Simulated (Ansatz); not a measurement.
## KI (Fm-3m): thermal expansion from first principles

Wanted: α(T), C_P(T) and B(T) of KI in the quasi-harmonic approximation.

Measurements to reproduce:
- volume expansion coefficient 113.7 1e-6/K near room temperature (given in “Descriptors for thermal expansion in solids”, 2017, arXiv:1701.03966)

Main program and level: Ansatz 0.2.0; DFT r2SCAN, scalar-relativistic, plane waves, PAW, in the first sound run; inputs show where later runs differ.

Report form: the programs' logs are mostly left out.

## (1) Set-up

Symmetry: Fm-3m, No. 225, cubic system. Conventional cell: a = 7.066 Å, b = 7.066 Å, c = 7.066 Å, α = 90.00°, β = 90.00°, γ = 90.00°. Nearest to K lie 6 I at 3.53 Å. Nearest to I lie 6 K at 3.53 Å. Farther neighbours and most contacts between anions are not listed.

As a file:

```cif
data_structure
_symmetry_space_group_name_H-M 'Fm-3m'
_symmetry_Int_Tables_number 225
_cell_length_a 7.0655
_cell_length_b 7.0655
_cell_length_c 7.0655
_cell_angle_alpha 90.000
_cell_angle_beta 90.000
_cell_angle_gamma 90.000
_cell_volume 352.73
loop_
_atom_site_label
_atom_site_type_symbol
_atom_site_symmetry_multiplicity
_atom_site_Wyckoff_symbol
_atom_site_fract_x
_atom_site_fract_y
_atom_site_fract_z
_atom_site_occupancy
K1 K 4 a 0.00000 0.00000 0.00000 1
I1 I 4 b 0.50000 0.00000 0.00000 1
```

## (2) A first coarse run

A cheap single point shows whether the cell is a metal or an insulator and how far it is from rest; that sets the k-mesh and the occupations of what follows.

Input file input.yaml:

```yaml
crystal:
  lattice:
    - [0.0, 3.532775, 3.532775]
    - [3.532775, 0.0, 3.532775]
    - [3.532775, 3.532775, 0.0]
  atoms:
    - { symbol: K, position: [0.0, 0.0, 0.0] }
    - { symbol: I, position: [0.5, 0.5, 0.5] }
kpoints:
  mp_grid: { grid: [4, 4, 4] }
hamiltonian:
  xc: r2scan
scf:
  occupations: { method: gaussian, width: 0.1 }
  lower_state_search: "off"
output:
  forces: true
  stress: true
  eigenvalues: true
```

Launch:

```
$ ansatz run input.yaml --threads 4 --pin off --max-ram 16384MiB --backend cpu --events-out ev --progress --plain --runs-dir out
```

Run time: 1.3 s. Hardware: 4 threads of Arm Neoverse V1, shared host; peak memory 0.58 GiB; 4.4 s of CPU time.

A gap read on the k-mesh alone can miss the band edges.

This step gave:

```yaml
pressure: 0.1508 GPa
gap_on_the_k_mesh: 4.610 eV
volume_per_atom: 44.09 Å³/atom
```

The start is under 0.15 GPa at this level and looks like an insulator or semiconductor on this mesh.

## (3) Relaxation

Phonons are second derivatives about a minimum, so cell and atoms are relaxed first, inside the symmetry of the start.

input.yaml, the sections that differ from step 2:

```yaml
kpoints:
  mp_grid: { grid: [6, 6, 6] }
scf:
  occupations: { method: gaussian, width: 0.02 }
  lower_state_search: "off"
relax:
  adjacent_minimum: "off"
  f_tol: 0.005
  max_steps: 80
  cell: { stress_tol: 0.05 }
# crystal, hamiltonian, output: as in step 2
```

Run time: 6 s. Hardware: 4 threads; peak memory 0.64 GiB.

Relaxation path:

```
step  energy less that of the first step (eV)  largest force component (eV/Å)  pressure (GPa)  volume (Å³)
   1                                   0.0000                          0.0000            0.15        88.18
   2                                  -0.0003                          0.0000            0.08        88.60
   3                                  -0.0004                          0.0000            0.00        89.17
  4*                                  -0.0004                          0.0000            0.00        89.17
```

Relaxation steps marked * repeat the geometry before them on a plane-wave basis chosen anew for their cell, so energy and pressure can jump there.

The run keeps the 48 symmetry operations that it works with, so distortions that break them were not tested.

```
conventional cell, symmetrised  before  after  change
                         a (Å)   7.066  7.092  +0.4 %
                         b (Å)   7.066  7.092  +0.4 %
                         c (Å)   7.066  7.092  +0.4 %
              volume (Å³/atom)   44.09  44.59  +1.1 %
```

The relaxed structure:

```xyz
2
Lattice="0.0000 3.5460 3.5460 3.5460 0.0000 3.5460 3.5460 3.5460 0.0000" Properties=species:S:1:pos:R:3 pbc="T T T"
K     0.0000    0.0000    0.0000
I     3.5460    3.5460    3.5460
```

Numbers from this step:

- pressure: 0.002883 GPa
- gap on the k-mesh: 4.582 eV
- volume per atom: 44.59 Å³/atom

The relaxation ends with a pressure of 0.00 GPa.

## (4) Relaxing to small residual forces and stress

The relaxation is repeated with tighter thresholds on force and stress, since phonons are sensitive to what is left; a change of mesh or smearing in the input moves the cell too.

Input file input.yaml:

```yaml
crystal:
  lattice:
    - [0.0, 3.5459628246, 3.5459628246]
    - [3.5459628246, 0.0, 3.5459628246]
    - [3.5459628246, 3.5459628246, 0.0]
  atoms:
    - { symbol: K, position: [0.0, 0.0, 0.0] }
    - { symbol: I, position: [0.5, 0.5, 0.5] }
kpoints:
  mp_grid: { grid: [8, 8, 8] }
hamiltonian:
  xc: r2scan
scf:
  occupations: { method: fixed }
  lower_state_search: "off"
output:
  forces: true
  stress: true
  eigenvalues: true
  write_density: true
  write_potential: true
  elf: true
  volumetric_format: npy
relax:
  adjacent_minimum: "off"
  f_tol: 0.001
  max_steps: 60
  cell: { stress_tol: 0.01 }
```

Run time: 5 s. Hardware: 4 threads; peak memory 0.67 GiB.

Little changed from the start: no atom moved by 0.005 Å and no cell edge by 0.1 %.

This step gave:

```
pressure : 0.002834 GPa
```

Electrostatic potential energy in the ac plane of the conventional cell at fractional y = 0.000, with atoms of K and I within 0.2 Å of it. With pseudopotentials it is smooth inside the atoms' cores, unlike the true potential.

Ten even steps from '_' (-38 eV) to '@' (8 eV), each cell a mean:
```
____++%%@@@@@@**++@@@@##++##@@@@@@##::__
..==##@@@@@@@@##++++**++**%%@@@@@@%%++::
####%%@@@@@@@@@@##******%%@@@@@@@@@@%%##
@@@@@@@@@@@@@@@@@@@@%%@@@@@@@@@@@@@@@@@@
@@@@@@@@@@@@@@@@@@@@@@@@@@@@@@@@@@@@@@@@
@@@@@@@@@@@@@@@@@@@@@@@@@@@@@@@@@@@@@@@@
##%%@@@@@@@@@@@@@@%%%%%%@@@@@@@@@@@@%%##
++++##@@@@@@@@%%##++==**%%@@@@@@@@%%**++
%%**++%%@@@@@@##==____::**%%@@@@@@**++##
@@%%++##@@@@@@##..______==%%@@@@%%****@@
@@##++##@@@@@@##::______++%%@@@@@@**++@@
**++**%%@@@@@@%%++::..==##@@@@@@@@##++++
****%%@@@@@@@@@@%%######%%@@@@@@@@@@##**
%%@@@@@@@@@@@@@@@@@@@@@@@@@@@@@@@@@@@@@@
@@@@@@@@@@@@@@@@@@@@@@@@@@@@@@@@@@@@@@@@
@@@@@@@@@@@@@@@@@@@@@@@@@@@@@@@@@@@@@@@@
%%%%@@@@@@@@@@@@%%####%%@@@@@@@@@@@@@@%%
==**%%@@@@@@@@%%**++++++##@@@@@@@@%%##++
__::**%%@@@@@@**++##%%**++%%@@@@@@##==__
____==%%@@@@%%****@@@@%%++##@@@@@@##..__
```
Columns run along a (7.1 Å; values clipped at the 3rd and 97th percentile), rows up along c (7.1 Å), edges of the conventional cell, whose origin can differ from the input's. Atoms in or near the plane, at fractional coordinates: K at (0.00, 0.00), K at (0.50, 0.50), I at (0.50, 0.00), I at (0.00, 0.50).

ELF in the ac plane of the conventional cell at fractional y = 0.000, with atoms of K and I within 0.2 Å of it. It is the smooth field of the valence electrons, not physical close to the nuclei.

Values, 11 rows by 16 columns, each cell a mean:
```
0.81 0.84 0.48 0.07 0.49 0.76 0.62 0.39 0.34 0.53 0.73 0.68 0.15 0.25 0.77 0.83
0.51 0.36 0.10 0.03 0.34 0.70 0.75 0.71 0.70 0.74 0.75 0.51 0.09 0.05 0.27 0.48
0.26 0.24 0.18 0.06 0.06 0.24 0.38 0.42 0.42 0.40 0.30 0.10 0.03 0.12 0.22 0.25
0.73 0.74 0.70 0.42 0.08 0.02 0.14 0.30 0.32 0.21 0.06 0.03 0.26 0.63 0.75 0.74
0.42 0.59 0.74 0.66 0.15 0.19 0.71 0.84 0.83 0.80 0.41 0.06 0.48 0.77 0.66 0.48
0.29 0.44 0.70 0.69 0.16 0.31 0.82 0.78 0.71 0.85 0.57 0.08 0.51 0.75 0.56 0.27
0.54 0.65 0.76 0.63 0.14 0.14 0.59 0.79 0.81 0.71 0.29 0.05 0.45 0.76 0.70 0.57
0.70 0.69 0.60 0.30 0.05 0.02 0.08 0.16 0.17 0.10 0.04 0.03 0.18 0.51 0.67 0.70
0.15 0.12 0.07 0.03 0.10 0.38 0.55 0.59 0.60 0.58 0.47 0.20 0.04 0.06 0.10 0.14
0.70 0.56 0.20 0.04 0.40 0.75 0.74 0.65 0.63 0.70 0.76 0.59 0.12 0.08 0.43 0.67
0.74 0.85 0.54 0.08 0.50 0.76 0.58 0.31 0.32 0.47 0.71 0.69 0.16 0.29 0.81 0.81
```
Columns run along a (7.1 Å), rows up along c (7.1 Å), edges of the conventional cell, whose origin can differ from the input's. Atoms in or near the plane, at fractional coordinates: K at (0.00, 0.00), K at (0.50, 0.50), I at (0.50, 0.00), I at (0.00, 0.50).

Valence density in the ac plane of the conventional cell at fractional y = 0.000, with atoms of K and I within 0.2 Å of it. It is the smooth field of the valence electrons, not physical close to the nuclei.

Ten steps, logarithmic in the rise over the least value, from '0' (0 e/Å³) to '9' (17 e/Å³), each cell a mean:
```
66410013699742100256
54200012466532100135
32100001233321000012
00000000112110000000
00000000000000000000
11000000000000000011
22100000011100000122
43210001244310001234
86321002466531001357
98421003566641002369
97421002566641001369
65321001355420001246
33210000123210000123
21100000000000000011
00000000000000000000
00000000111100000000
11000001222210000001
43100012344321000124
65310013578632100246
66410023699842100356
```
Columns run along a (7.1 Å), rows up along c (7.1 Å), edges of the conventional cell, whose origin can differ from the input's. Atoms in or near the plane, at fractional coordinates: K at (0.00, 0.00), K at (0.50, 0.50), I at (0.50, 0.00), I at (0.00, 0.50).

The residual pressure is 0.0028 GPa, small enough for phonons.

## (5) Phonons on strained cells, cutoff 580 eV, functional r2SCAN

The study relaxes the crystal at several strains, solves the phonons on some of them and minimises the free energy at each temperature (static energy, vibrations, the electrons in a metal, and PV under a set pressure); the q-mesh sets how far the force constants reach.

input.yaml, the sections that differ from step 4:

```yaml
output:
  eigenvalues: true
phonons:
  method: dfpt
  qmesh: [2, 2, 2]
  temperatures: { t_max: 500.0, t_step: 25 }
  thermal_expansion: {}
# crystal, kpoints, hamiltonian, scf: as in step 4
# relax: removed
```

It took 40 min on 4 threads; peak memory 9.6 GiB.

This step gave:

```yaml
pressure: 0.002720 GPa
volume_expansion_coefficient_at_298_k: 149.0 1e-6/K
c_p_at_298_k: 26.48 J/mol-atom/K
entropy_at_298_k: 54.44 J/mol-atom/K
isothermal_bulk_modulus_at_298_k: 9.821 GPa
grueneisen_parameter_at_298_k: 1.658
volume_at_298_k: 46.41 Å³/atom
principal_linear_expansion_coefficients_at_298_k: 49.66, 49.66, 49.66 1e-6/K
```

Strained cells of the study; zero-point energy where phonons were solved; the pressures are stresses at a fixed cutoff and can carry an offset from the finite basis. Expansion cells, by row:

```
cell  |a| (Å)  |b| (Å)  |c| (Å)  V (Å³/atom)  E - E_lowest (meV/atom)  pressure, compression positive (GPa)  gap (eV)  zero-point energy (meV/atom)
   1    5.015    5.015    5.015        44.59                        0                                -0.003     4.582                             -
   2    5.055    5.055    5.055        45.67                    0.945                                -0.283     4.523                             -
   3    4.975    4.975    4.975        43.53                    1.027                                 0.311     4.644                             -
   4    5.016    5.016    5.016        44.61                    0.001                                -0.009     4.581                         14.08
   5    5.041    5.041    5.041        45.28                    0.395                                -0.188     4.544                         13.71
   6    5.077    5.077    5.077        46.27                     2.27                                -0.423     4.491                         13.17
   7    5.108    5.108    5.108        47.13                    4.989                                -0.603     4.447                         12.73
   8     5.14     5.14     5.14           48                     8.69                                -0.765     4.405                         12.29
   9    5.171    5.171    5.171        48.89                    13.32                                -0.913     4.364                         11.85
  10    4.966    4.966    4.966        43.29                    1.561                                 0.389     4.659                             -
  11    4.991    4.991    4.991        43.95                    0.378                                 0.183      4.62                             -
  12    5.213    5.213    5.213        50.07                    20.66                                -1.083     4.312                             -
```

Quasi-harmonic; a, b, c are the run's own cell vectors. Expansion, by row:

```
T (K)  a (Å)  b (Å)  c (Å)  alpha (deg)  beta (deg)  gamma (deg)  cell volume (Å³/cell)  alpha_a (1e-6/K)  alpha_b (1e-6/K)  alpha_c (1e-6/K)  alpha_V (1e-6/K)  C_P (J/mol-atom/K)  C_V (J/mol-atom/K)  S (J/mol-atom/K)  B_T (GPa)  B_S (GPa)  Grueneisen  extrapolation  fit error (1e-6/K)
    0  5.027  5.027  5.027           60          60           60                  89.85                 0                 0                 0                 0                   0                   0                 0       12.1       12.1           -              0                   0
   25  5.028  5.028  5.028           60          60           60                  89.87               9.7               9.7               9.7             29.11               8.526               8.519             4.321      12.07      12.08       1.116              0                   0
   50   5.03   5.03   5.03           60          60           60                  89.99             25.17             25.17             25.17              75.5               17.12               17.03             13.22      11.93         12       1.434              0                0.01
   75  5.034  5.034  5.034           60          60           60                  90.19             32.93             32.93             32.93             98.79               20.98               20.75                21      11.75      11.88       1.519              0                0.01
  100  5.038  5.038  5.038           60          60           60                  90.43             36.96             36.96             36.96             110.9               22.82               22.43             27.32      11.55      11.75       1.555              0                0.02
  125  5.043  5.043  5.043           60          60           60                  90.69             39.49             39.49             39.49             118.5               23.84                23.3             32.53      11.35      11.61       1.576              0                0.02
  150  5.048  5.048  5.048           60          60           60                  90.96             41.35             41.35             41.35               124               24.49               23.79             36.93      11.14      11.47       1.591              0                0.03
  175  5.053  5.053  5.053           60          60           60                  91.25              42.9              42.9              42.9             128.7               24.97               24.09             40.75      10.93      11.32       1.604              0                0.03
  200  5.059  5.059  5.059           60          60           60                  91.55              44.3              44.3              44.3             132.9               25.34                24.3             44.11      10.71      11.17       1.615              0                0.04
  225  5.065  5.065  5.065           60          60           60                  91.86             45.65             45.65             45.65             136.9               25.66               24.44             47.11      10.49      11.02       1.626              0                0.04
  250   5.07   5.07   5.07           60          60           60                  92.18             46.98             46.98             46.98             140.9               25.95               24.54             49.83      10.27      10.86       1.637              0                0.05
  275  5.077  5.077  5.077           60          60           60                  92.51             48.35             48.35             48.35               145               26.23               24.61             52.31      10.04       10.7       1.648              0                0.05
298.1  5.082  5.082  5.082           60          60           60                  92.82             49.66             49.66             49.66               149               26.48               24.66             54.44       9.82      10.54       1.658              0                0.06
  300  5.083  5.083  5.083           60          60           60                  92.85             49.77             49.77             49.77             149.3                26.5               24.67             54.61        9.8      10.53       1.659              0                0.06
  325  5.089  5.089  5.089           60          60           60                   93.2             51.26             51.26             51.26             153.8               26.77               24.71             56.74       9.56      10.36       1.671              0                0.06
  350  5.096  5.096  5.096           60          60           60                  93.57             52.85             52.85             52.85             158.5               27.05               24.74             58.73       9.32      10.19       1.682              0                0.07
  375  5.103  5.103  5.103           60          60           60                  93.94             54.55             54.55             54.55             163.7               27.35               24.77             60.61       9.07      10.01       1.695              0                0.07
  400   5.11   5.11   5.11           60          60           60                  94.34              56.4              56.4              56.4             169.2               27.66                24.8             62.39       8.81       9.83       1.708              0                0.07
  425  5.117  5.117  5.117           60          60           60                  94.74             58.41             58.41             58.41             175.2                  28               24.81             64.07       8.55       9.64       1.722              0                0.07
  450  5.125  5.125  5.125           60          60           60                  95.17             60.62             60.62             60.62             181.9               28.36               24.83             65.68       8.27       9.45       1.736              0                0.07
  475  5.133  5.133  5.133           60          60           60                  95.61             63.07             63.07             63.07             189.2               28.75               24.84             67.23       7.99       9.25       1.752              0                0.07
  500  5.141  5.141  5.141           60          60           60                  96.07             65.81             65.81             65.81             197.4               29.19               24.85             68.71        7.7       9.04       1.768              0                 0.1
```

Table of expansion coefficient by temperature; values in 1e-6/K:

```
temperature (K)  volume  principal 1
              0       0            0
             25    29.1          9.7
             50    75.5         25.2
             75    98.8         32.9
            100     111         37.0
            125     118         39.5
            150     124         41.4
            175     129         42.9
            200     133         44.3
            225     137         45.6
            250     141         47.0
            275     145         48.4
            298     149         49.7
            300     149         49.8
            325     154         51.3
            350     159         52.9
            375     164         54.5
            400     169         56.4
            425     175         58.4
            450     182         60.6
            475     189         63.1
            500     197         65.8
```

At 298 K the volume expansion is 149 × 10⁻⁶/K and B_T is 9.82 GPa. The program raised the cutoff to 580 eV by itself: with no cutoff typed, the study takes about 1.16 times the default for its relaxations and scales it with the volume for the phonons.

(Part 1 of 3 ends here.)

[Logs are printed without paths, hosts, clocks, repeated set-up lines and the standing remarks that a program may print on its own settings, such as how far it seeks lower states.]

[Hosts, paths, dates, database ids (printed as entryN), source tags and the programs' standing remarks are cut or masked in the printed files.]

[A step with changed settings may run another functional than the one named; its input shows which.]
